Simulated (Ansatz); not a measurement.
## Tc of CeAl3Cu (I4mm) from its phonons

Aim: the phonon-mediated transition temperature of CeAl3Cu (I4mm) at ambient pressure, over a range of μ*. The cell shown first is a relaxed one, from steps not shown here.

Calculated with Ansatz 0.2.0; DFT PBEsol, scalar-relativistic, plane waves, PAW, the trivalent lanthanide norm-conserving with 4f in the core; PAW set nc+soft_1.

### 1. The cell after earlier relaxation steps

The structure is tetragonal, space group I4mm (No. 107). Conventional cell: a = 4.240 Å, b = 4.240 Å, c = 10.568 Å, α = 90.00°, β = 90.00°, γ = 90.00°. Nearest to Ce lie 12 Al at 3.15 to 3.40 Å and 4 Cu at 3.31 Å. Al has 1 Cu at 2.39 Å and 4 Al at 2.71 Å and 4 Ce at 3.15 Å nearest. Al has 2 Cu at 2.44 Å and 6 Al at 2.71 to 3.00 Å and 4 Ce at 3.37 to 3.40 Å nearest. Nearest to Cu lie 5 Al at 2.39 to 2.44 Å and 4 Ce at 3.31 Å. Farther neighbours are not listed.

### 2. Coupling and resistivity: q 2×2×2, k 8×8×8, scattering 12×12×12

The run that gives the couplings also evaluates McMillan's and Allen and Dynes's formulas and, where asked, the Eliashberg equations, over a range of μ*.

input.yaml reads:

```yaml
crystal:
  lattice:
    - [-2.1199055753, 2.1199055753, 5.2840290213]
    - [2.1199055753, -2.1199055753, 5.2840290213]
    - [2.1199055753, 2.1199055753, -5.2840290213]
  atoms:
    - { symbol: Ce, position: [0.985268118, 0.985268118, 0.0] }
    - { symbol: Al, position: [0.39285853, 0.39285853, 0.0] }
    - { symbol: Al, position: [0.2337176409, 0.7337176409, 0.5] }
    - { symbol: Al, position: [0.7337176409, 0.2337176409, 0.5] }
    - { symbol: Cu, position: [0.6187280501, 0.6187280501, 0.0] }
kpoints:
  mp_grid: { grid: [8, 8, 8] }
hamiltonian:
  xc: pbesol
  pseudopotentials:
    kind: paw
    azcp:
      Ce: "pseudopotentials/pbe/nc/lanthanide_3plus/Ce.nc.azcp"
      folder: soft_1
    xc_functional: pbe
scf:
  occupations: { method: methfessel_paxton, width: 0.2 }
output:
  eigenvalues: true
phonons:
  method: dfpt
  qmesh: [2, 2, 2]
  temperatures: { t_max: 1000, t_step: 50 }
  qpath:
    path:
      - [[0.0, 0.0, 0.0], [0.0, 0.0, 0.5], [0.25, 0.25, 0.25], [0.0, 0.5, 0.0], [0.0, 0.0, 0.0], [0.5, 0.5, -0.5], [0.29023858, 0.70976142, -0.29023858]]
      - [[-0.29023858, 0.29023858, 0.29023858], [0.0, 0.0, 0.0]]
      - [[0.0, 0.0, 0.5], [-0.08047716, 0.08047716, 0.5]]
      - [[0.5, 0.5, -0.08047716], [0.5, 0.5, -0.5]]
    npoints: 10
  electrical_resistivity:
    mesh: [12, 12, 12]
    temperatures: [20.0, 50.0, 80.0, 100.0, 150.0, 200.0, 273.0, 300.0, 400.0, 500.0, 600.0, 800.0]
  superconductivity: { mesh: [12, 12, 12] }
```

Run with:

```bash
> ansatz run input.yaml --threads 8 --pin off --max-ram 20480MiB --backend cpu --events-out ev --progress --plain --runs-dir out
```

Numbers of over 12 decimals in the logs are rounded to 6 here.

What it wrote:

```text
Ce: read from a norm-conserving record beside PAW files; such a site has no one-centre terms, and under a hybrid no exact exchange with its core (scaled_semilocal), whatever hamiltonian.pseudopotentials.frozen_core_exchange says
Engine: ansatz 0.2.0, aarch64-unknown-linux-gnu
Pseudopotentials: kind: paw
Pseudopotential: Ce, nc, valence charge 11, recommended cutoff 653.07327 eV (normal), <dir>
Pseudopotential: Al, paw, valence charge 3, recommended cutoff 420 eV (normal), soft_1/Al.paw.azcp
Pseudopotential: Cu, paw, valence charge 19, recommended cutoff 420 eV (normal), soft_1/Cu.paw.azcp
Functional definition: PBEsol
  exchange = pbesol_x
  correlation = pbesol_c
Crystal: 5 atoms, lattice volume = 94.986 Å³
Basis set: ecut = 653.07327 eV, 3615 PW (Γ), exchange–correlation on 108×108×108 points (8 copies of the dense FFT grid, shifted against one another)
Bands: 25, of which v1, the nominal top of the filled ones, is band 20 counted from 1 (19 counted from 0)
Symmetry: 8 space group operations
k-points: 59 of 512 (time reversal used)
Non-local potential: Ce, projectors of the file, l = 0: 2, l = 1: 2, l = 2: 2, l = 3: 1
Non-local potential: Al, projectors of the file, l = 0: 2, l = 1: 2, l = 2: 1
Non-local potential: Cu, projectors of the file, l = 0: 3, l = 1: 2, l = 2: 3, l = 3: 1
PAW form: soft (Blöchl's): semilocal exchange-correlation on the pseudo side does not see the compensation charge
PAW frozen core: Al, regenerated for the run's functional, and the local potential with it (the file was generated under x = pbe(κ = 0.804, μ = 0.219515), c = pbe(β = 0.066725))
PAW frozen core: Cu, regenerated for the run's functional, and the local potential with it (the file was generated under x = pbe(κ = 0.804, μ = 0.219515), c = pbe(β = 0.066725))
PAW one-centre angular grid: Al, 110 points (default); XC on 64 Gauss nodes
PAW one-centre angular grid: Cu, 590 points (default); XC on 64 Gauss nodes
Initial density: superposition of atomic densities (chi_scale 0.1, normalization cell, long waves kept (reshape's long-wave potential 0.00 eV rms))
Initial wavefunctions: pseudopotential atomic-orbital guess
Functional: x = pbesol(κ = 0.804, μ = 0.123457), c = pbesol(β = 0.046)
SCF iter   1: F=—  HF=-9153.592257 eV  |F-HF|=—  |Δ(HF+E_count)|=         —  Δρ=7.43e-1  dr2=4.61e2  ethr=3.10e-3  ⟨swp⟩=5.9  Hψ=6478  notcnv=0
preconditioner: auto → Kerker (q_TF=auto, 2.352 Å⁻¹)  [metal: Δε(μ)=0.017 eV  Ē_g=8.339 eV  σ=0.200 eV  W_gap=0.07  n_scr=22 (ndim 8)  ℏωp=20.5 eV  f_vac=0.000  D(μ)=5.98/eV (n_scr^D=76)]
SCF iter   2: F=—  HF=-9139.071495 eV  |F-HF|=—  |Δ(HF+E_count)|=    1.45e1  S|Δr|=    0.00e0  Δρ=2.76e-1  dr2=6.43e1  ethr=3.10e-3  ⟨swp⟩=4.8  Hψ=4331  notcnv=0
SCF iter   3: F=—  HF=-9136.394004 eV  |F-HF|=—  |Δ(HF+E_count)|=    2.68e0  S|Δr|=    0.00e0  Δρ=1.01e-1  dr2=1.07e1  ethr=3.10e-3  ⟨swp⟩=2.8  Hψ=2811  notcnv=0  defer=17
SCF iter   4: F=—  HF=-9135.743000 eV  |F-HF|=—  |Δ(HF+E_count)|=   6.51e-1  S|Δr|=    0.00e0  Δρ=5.33e-2  dr2=3.09e0  ethr=3.10e-3  ⟨swp⟩=2.5  Hψ=2588  notcnv=0  defer=34
SCF iter   5: F=—  HF=-9135.547795 eV  |F-HF|=—  |Δ(HF+E_count)|=   1.95e-1  S|Δr|=    0.00e0  Δρ=3.55e-2  dr2=1.46e0  ethr=3.10e-3  ⟨swp⟩=1.6  Hψ=1514  notcnv=0  defer=34
SCF iter   6: F=—  HF=-9135.392198 eV  |F-HF|=—  |Δ(HF+E_count)|=   1.56e-1  S|Δr|=    0.00e0  Δρ=1.86e-2  dr2=3.55e-1  ethr=3.10e-3  ⟨swp⟩=2.0  Hψ=2111  notcnv=0  defer=40
SCF iter   7: F=—  HF=-9135.351097 eV  |F-HF|=—  |Δ(HF+E_count)|=   4.11e-2  S|Δr|=    0.00e0  Δρ=7.05e-3  dr2=4.58e-2  ethr=9.09e-4  ⟨swp⟩=1.1  Hψ=1495  notcnv=0  defer=41
SCF iter   8: F=—  HF=-9135.346177 eV  |F-HF|=—  |Δ(HF+E_count)|=   4.92e-3  S|Δr|=    0.00e0  Δρ=1.74e-3  dr2=3.14e-3  ethr=1.18e-4  ⟨swp⟩=2.1  Hψ=2338  notcnv=0  defer=42
SCF iter   9: F=—  HF=-9135.345956 eV  |F-HF|=—  |Δ(HF+E_count)|=   2.21e-4  S|Δr|=    0.00e0  Δρ=1.08e-3  dr2=1.07e-3  ethr=8.06e-6  ⟨swp⟩=1.1  Hψ=1437  notcnv=0  defer=42
SCF iter  10: F=—  HF=-9135.345820 eV  |F-HF|=—  |Δ(HF+E_count)|=   1.36e-4  S|Δr|=    0.00e0  Δρ=3.52e-4  dr2=1.06e-4  ethr=2.75e-6  ⟨swp⟩=1.3  Hψ=1555  notcnv=0  defer=42
[...]
SCF 1 converged in 15 iterations: F = -9135.345774 eV  dr2 = 2.08e-12
  greatest PAW one-centre occupation: 1.000 electrons in one spin orbital (limit 2), on the Cu atom at site 4 (counted from 0), in its partial waves of l = 0
phonons: the bands overlap, so this run is a metal and interpolates without the dipole-dipole term. If the crystal is really an insulator or semiconductor, its LO-TO splitting is missing
NSCF: frozen V_eff on 59 k-points
NSCF: frozen V_eff on 95 k-points
DFPT response loops at q = (0, 0, 0) (fractional): preconditioner auto → Kerker (q_TF=auto, 2.352 Å⁻¹) (partly filled bands, converged f_vac=0.000); β = 1.00, the filter's whole step (`scf.mixing.beta` (0.50) is not read by the response loops under this deck's `scf.mixing.preconditioner`; to damp them name `kerker` or `kerker_dos`, under which they read `scf.mixing.beta`, and type it under 1.00, their step now; both keys bind the ground state too); Broyden in place of MSR1
NSCF: frozen V_eff on 300 k-points
DFPT response loops at q = (0, 0, -0.5) (fractional): mixed as the last ones told, above
NSCF: frozen V_eff on 300 k-points
DFPT response loops at q = (0, -0.5, 0) (fractional): mixed as the last ones told, above
NSCF: frozen V_eff on 190 k-points
DFPT response loops at q = (-0.5, -0.5, -0.5) (fractional): mixed as the last ones told, above
[...]
SCF iter   6: F=—  HF=-9135.392198 eV  |F-HF|=—  |Δ(HF+E_count)|=   1.56e-1  S|Δr|=    0.00e0  Δρ=1.86e-2  dr2=3.55e-1  ethr=3.10e-3  ⟨swp⟩=2.0  Hψ=2111  notcnv=0  defer=40
SCF iter   7: F=—  HF=-9135.351097 eV  |F-HF|=—  |Δ(HF+E_count)|=   4.11e-2  S|Δr|=    0.00e0  Δρ=7.05e-3  dr2=4.58e-2  ethr=9.09e-4  ⟨swp⟩=1.1  Hψ=1495  notcnv=0  defer=41
SCF iter   8: F=—  HF=-9135.346177 eV  |F-HF|=—  |Δ(HF+E_count)|=   4.92e-3  S|Δr|=    0.00e0  Δρ=1.74e-3  dr2=3.14e-3  ethr=1.18e-4  ⟨swp⟩=2.1  Hψ=2338  notcnv=0  defer=42
SCF iter   9: F=—  HF=-9135.345956 eV  |F-HF|=—  |Δ(HF+E_count)|=   2.21e-4  S|Δr|=    0.00e0  Δρ=1.08e-3  dr2=1.07e-3  ethr=8.06e-6  ⟨swp⟩=1.1  Hψ=1437  notcnv=0  defer=42
SCF iter  10: F=—  HF=-9135.345820 eV  |F-HF|=—  |Δ(HF+E_count)|=   1.36e-4  S|Δr|=    0.00e0  Δρ=3.52e-4  dr2=1.06e-4  ethr=2.75e-6  ⟨swp⟩=1.3  Hψ=1555  notcnv=0  defer=42
SCF iter  11: F=—  HF=-9135.345809 eV  |F-HF|=—  |Δ(HF+E_count)|=   1.08e-5  S|Δr|=    0.00e0  Δρ=3.68e-5  dr2=1.01e-6  ethr=2.71e-7  ⟨swp⟩=2.0  Hψ=1828  notcnv=0  defer=42
[...]
mean free path at 20 K (of a tensor a third of its trace): 17645 nm by what each carries, 13530 by the Fermi surface alone
  Hall coefficient in a weak field at 20 K (a third of the trace): 2.102e-10 m³/C (as a tensor it moves by 41.8 % between the two finest meshes); by each state's relaxation time: (none: it, or that of a finer mesh, parts from a neighbouring mesh's by over half of the finer one's); by a constant relaxation time: 1.507e-10 m³/C
  mean free path at 50 K (of a tensor a third of its trace): 459 nm by what each carries, 364 by the Fermi surface alone
  Hall coefficient in a weak field at 50 K (a third of the trace): 2.095e-10 m³/C (as a tensor it moves by 31.3 % between the two finest meshes); by each state's relaxation time: 2.009e-10 m³/C; by a constant relaxation time: 1.476e-10 m³/C
  mean free path at 80 K (of a tensor a third of its trace): 138 nm by what each carries, 118 by the Fermi surface alone
  Hall coefficient in a weak field at 80 K (a third of the trace): 1.943e-10 m³/C (as a tensor it moves by 28.3 % between the two finest meshes); by each state's relaxation time: 1.882e-10 m³/C; by a constant relaxation time: 1.464e-10 m³/C
  mean free path at 100 K (of a tensor a third of its trace): 87.8 nm by what each carries, 76.4 by the Fermi surface alone
  Hall coefficient in a weak field at 100 K (a third of the trace): 1.893e-10 m³/C (as a tensor it moves by 27.3 % between the two finest meshes); by each state's relaxation time: 1.828e-10 m³/C; by a constant relaxation time: 1.459e-10 m³/C
  mean free path at 150 K (of a tensor a third of its trace): 43.9 nm by what each carries, 39.4 by the Fermi surface alone
  Hall coefficient in a weak field at 150 K (a third of the trace): 1.807e-10 m³/C (as a tensor it moves by 26.3 % between the two finest meshes); by each state's relaxation time: 1.743e-10 m³/C; by a constant relaxation time: 1.455e-10 m³/C
  mean free path at 200 K (of a tensor a third of its trace): 29.2 nm by what each carries, 26.6 by the Fermi surface alone
  Hall coefficient in a weak field at 200 K (a third of the trace): 1.764e-10 m³/C (as a tensor it moves by 25.9 % between the two finest meshes); by each state's relaxation time: 1.706e-10 m³/C; by a constant relaxation time: 1.456e-10 m³/C
  mean free path at 273 K (of a tensor a third of its trace): 19.9 nm by what each carries, 18.2 by the Fermi surface alone
  Hall coefficient in a weak field at 273 K (a third of the trace): 1.746e-10 m³/C (as a tensor it moves by 25.3 % between the two finest meshes); by each state's relaxation time: 1.693e-10 m³/C; by a constant relaxation time: 1.462e-10 m³/C
  mean free path at 300 K (of a tensor a third of its trace): 17.8 nm by what each carries, 16.3 by the Fermi surface alone
  Hall coefficient in a weak field at 300 K (a third of the trace): 1.745e-10 m³/C (as a tensor it moves by 25.1 % between the two finest meshes); by each state's relaxation time: 1.694e-10 m³/C; by a constant relaxation time: 1.465e-10 m³/C
  mean free path at 400 K (of a tensor a third of its trace): 13.0 nm by what each carries, 11.8 by the Fermi surface alone
  Hall coefficient in a weak field at 400 K (a third of the trace): 1.755e-10 m³/C (as a tensor it moves by 24.2 % between the two finest meshes); by each state's relaxation time: 1.706e-10 m³/C; by a constant relaxation time: 1.478e-10 m³/C
  mean free path at 500 K (of a tensor a third of its trace): 10.3 nm by what each carries, 9.29 by the Fermi surface alone
  Hall coefficient in a weak field at 500 K (a third of the trace): 1.776e-10 m³/C (as a tensor it moves by 23.1 % between the two finest meshes); by each state's relaxation time: 1.726e-10 m³/C; by a constant relaxation time: 1.495e-10 m³/C
  mean free path at 600 K (of a tensor a third of its trace): 8.50 nm by what each carries, 7.65 by the Fermi surface alone
  Hall coefficient in a weak field at 600 K (a third of the trace): 1.805e-10 m³/C (as a tensor it moves by 21.9 % between the two finest meshes); by each state's relaxation time: 1.754e-10 m³/C; by a constant relaxation time: 1.517e-10 m³/C
  mean free path at 800 K (of a tensor a third of its trace): 6.37 nm by what each carries, 5.66 by the Fermi surface alone
  Hall coefficient in a weak field at 800 K (a third of the trace): 1.889e-10 m³/C (as a tensor it moves by 19.0 % between the two finest meshes); by each state's relaxation time: 1.833e-10 m³/C; by a constant relaxation time: 1.576e-10 m³/C
  the resistivity times a path that all electrons share, by the Fermi surface of the deck's mesh alone (a third of the trace): 2.051e-15 Ω·m²
  not converged in the mesh (λ; λ_tr; the resistivity at 20 K by 29.03 %; the resistivity at 50 K by 20.63 %; the resistivity at 80 K by 19.97 %; the resistivity at 100 K by 19.76 %; the resistivity at 150 K by 19.36 %; the resistivity at 200 K by 19.03 %; the resistivity at 273 K by 18.44 %; the resistivity at 300 K by 18.17 %; the resistivity at 400 K by 17.07 %; the resistivity at 500 K by 16.98 %; the resistivity [...]
  vibrations of 8 cells: unjudged by the run; compare a larger repeat
  the changes of the potential over all sites missed a rigid shift's by 0.00 % (the site terms' by 0.01 %)
  at the force constants' own smearing the fine mesh and the k-points of their solves give squared frequencies that differ by 2.3 % of the larger at the most, at (0, -0.5, 0)
--- Superconductivity: potentials and phonons of a 2×2×2 supercell ---
           mesh         λ    ħω_log (meV)  μ* declared at (meV)
       12×12×12    0.2018          18.336               23.564
          6×6×6    0.1736          18.626               23.702
          3×3×3    0.1735          19.526               24.432
  λ by the species' shares of the modes' patterns: Ce 0.0588, Al 0.0984, Cu 0.0445
  with the Fermi level up to 42.9 meV (the hardest mode) off, states and modes as they are: density of states 0.5842 to 0.6484 /eV of one spin and cell, λ 0.1903 to 0.2070
  transition temperature on the deck's mesh (K), isotropic and anisotropic, restricted to the Fermi surface (FSR) and over the full bandwidth (FBW), and the last with the density of states resolved in a narrower window:
        μ*   McMillan   Allen–Dynes      iso. FSR      iso. FBW    aniso. FSR    aniso. FBW  narrow window
      0.08      0.002         0.002    none_found    none_found    none_found    none_found     none_found
      0.10      0.000         0.000    none_found    none_found    none_found    none_found     none_found
      0.12      0.000         0.000    none_found    none_found    none_found    none_found     none_found
      0.13      0.000         0.000    none_found    none_found    none_found    none_found     none_found
      0.14      0.000         0.000    none_found    none_found    none_found    none_found     none_found
      0.16      0.000         0.000    none_found    none_found    none_found    none_found     none_found
      0.20          -             -    none_found    none_found    none_found    none_found     none_found
  none_found: no transition down to 0.1 K
  isotope coefficients −∂ln Tc/∂ln M under μ* = 0.13, the force constants as they are, of the isotropic transitions restricted to the Fermi surface and over the full bandwidth: Ce - and -, Al - and -, Cu - and -
  not converged in the mesh (λ): between neighbouring meshes, the two finest first, λ moves by 13.97 % and 0.04 % and the anisotropic transition temperature over the full bandwidth at μ* = 0.13 by nothing (neither mesh has one) and nothing (neither mesh has one); converged means that the two finest part by at most 2.00 % and 5.00 %
  vibrations of 8 cells: unjudged by the run; compare a larger repeat
  the changes of the potential over all sites missed a rigid shift's by 0.00 % (the site terms' by 0.01 %)
  at the force constants' own smearing the fine mesh and the k-points of their solves give squared frequencies that differ by 2.3 % of the larger at the most, at (0, -0.5, 0)
[key lines of the parts left out:]
SCF converged after 15 iterations
Free energy (F): -9135.345774 eV
Fermi energy:    9.958481 eV
```

The job ended after 16 min (8 threads of Arm Neoverse V1, shared host; peak memory 4.6 GiB).

The column dr2 measures how far the density is from self-consistency, as an energy; F and HF (Harris–Foulkes) agree once it is small.

The files freeze the 4f shell of Ce into the core, so its moment is left out.

Numbers from this step:

| Quantity | Value |
| --- | --- |
| volume per atom | 19.00 Å³/atom |
| metallic on mesh | yes |
| gap on the k-mesh | 0 eV |
| zero point energy | 0.1905 eV/cell |
| share of imaginary modes in the plain interpolation between solved wavevectors | 0 |
| highest frequency, solved or plainly interpolated | 347.3 cm⁻¹ |
| Debye temperature (second moment) | 414 K |
| resistivity at 300 K | 12.86 μΩ cm, mean of the axes |
| coupling constant λ | 0.2018 |
| density of states at the Fermi level | 0.6269 states/eV a spin and cell |
| log mean phonon energy ħω_log | 18.34 meV |
| transport coupling constant λ_tr | 0.205, 0.205, 0.2184 (xx, yy, zz) |
| Drude plasma energy | 4.594, 4.594, 3.821 eV (xx, yy, zz) |
| resistivity times mean free path | 18.91, 18.91, 23.72 × 10⁻¹⁶ Ω m² (xx, yy, zz) |
| second-moment phonon energy ħω₂ | 23.56 meV |

An empty cell: under 1 mK by a formula, or no transition down to the floor of the Eliashberg search. Transition temperatures:

| μ* | McMillan Tc (K) | Allen–Dynes Tc (K) |
| --- | --- | --- |
| 0.08 | 0.00246 | 0.00248 |
| 0.1 | - | - |
| 0.12 | - | - |
| 0.13 | - | - |
| 0.14 | - | - |
| 0.16 | - | - |
| 0.2 | - | - |

(Part 1 of 2 ends here.)

[Logs are printed without paths, hosts, clocks, repeated set-up lines and the standing remarks that a program may print on its own settings, such as how far it seeks lower states.]

[Hosts, paths, dates, database ids (printed as entryN), source tags and the programs' standing remarks are cut or masked in the printed files.]
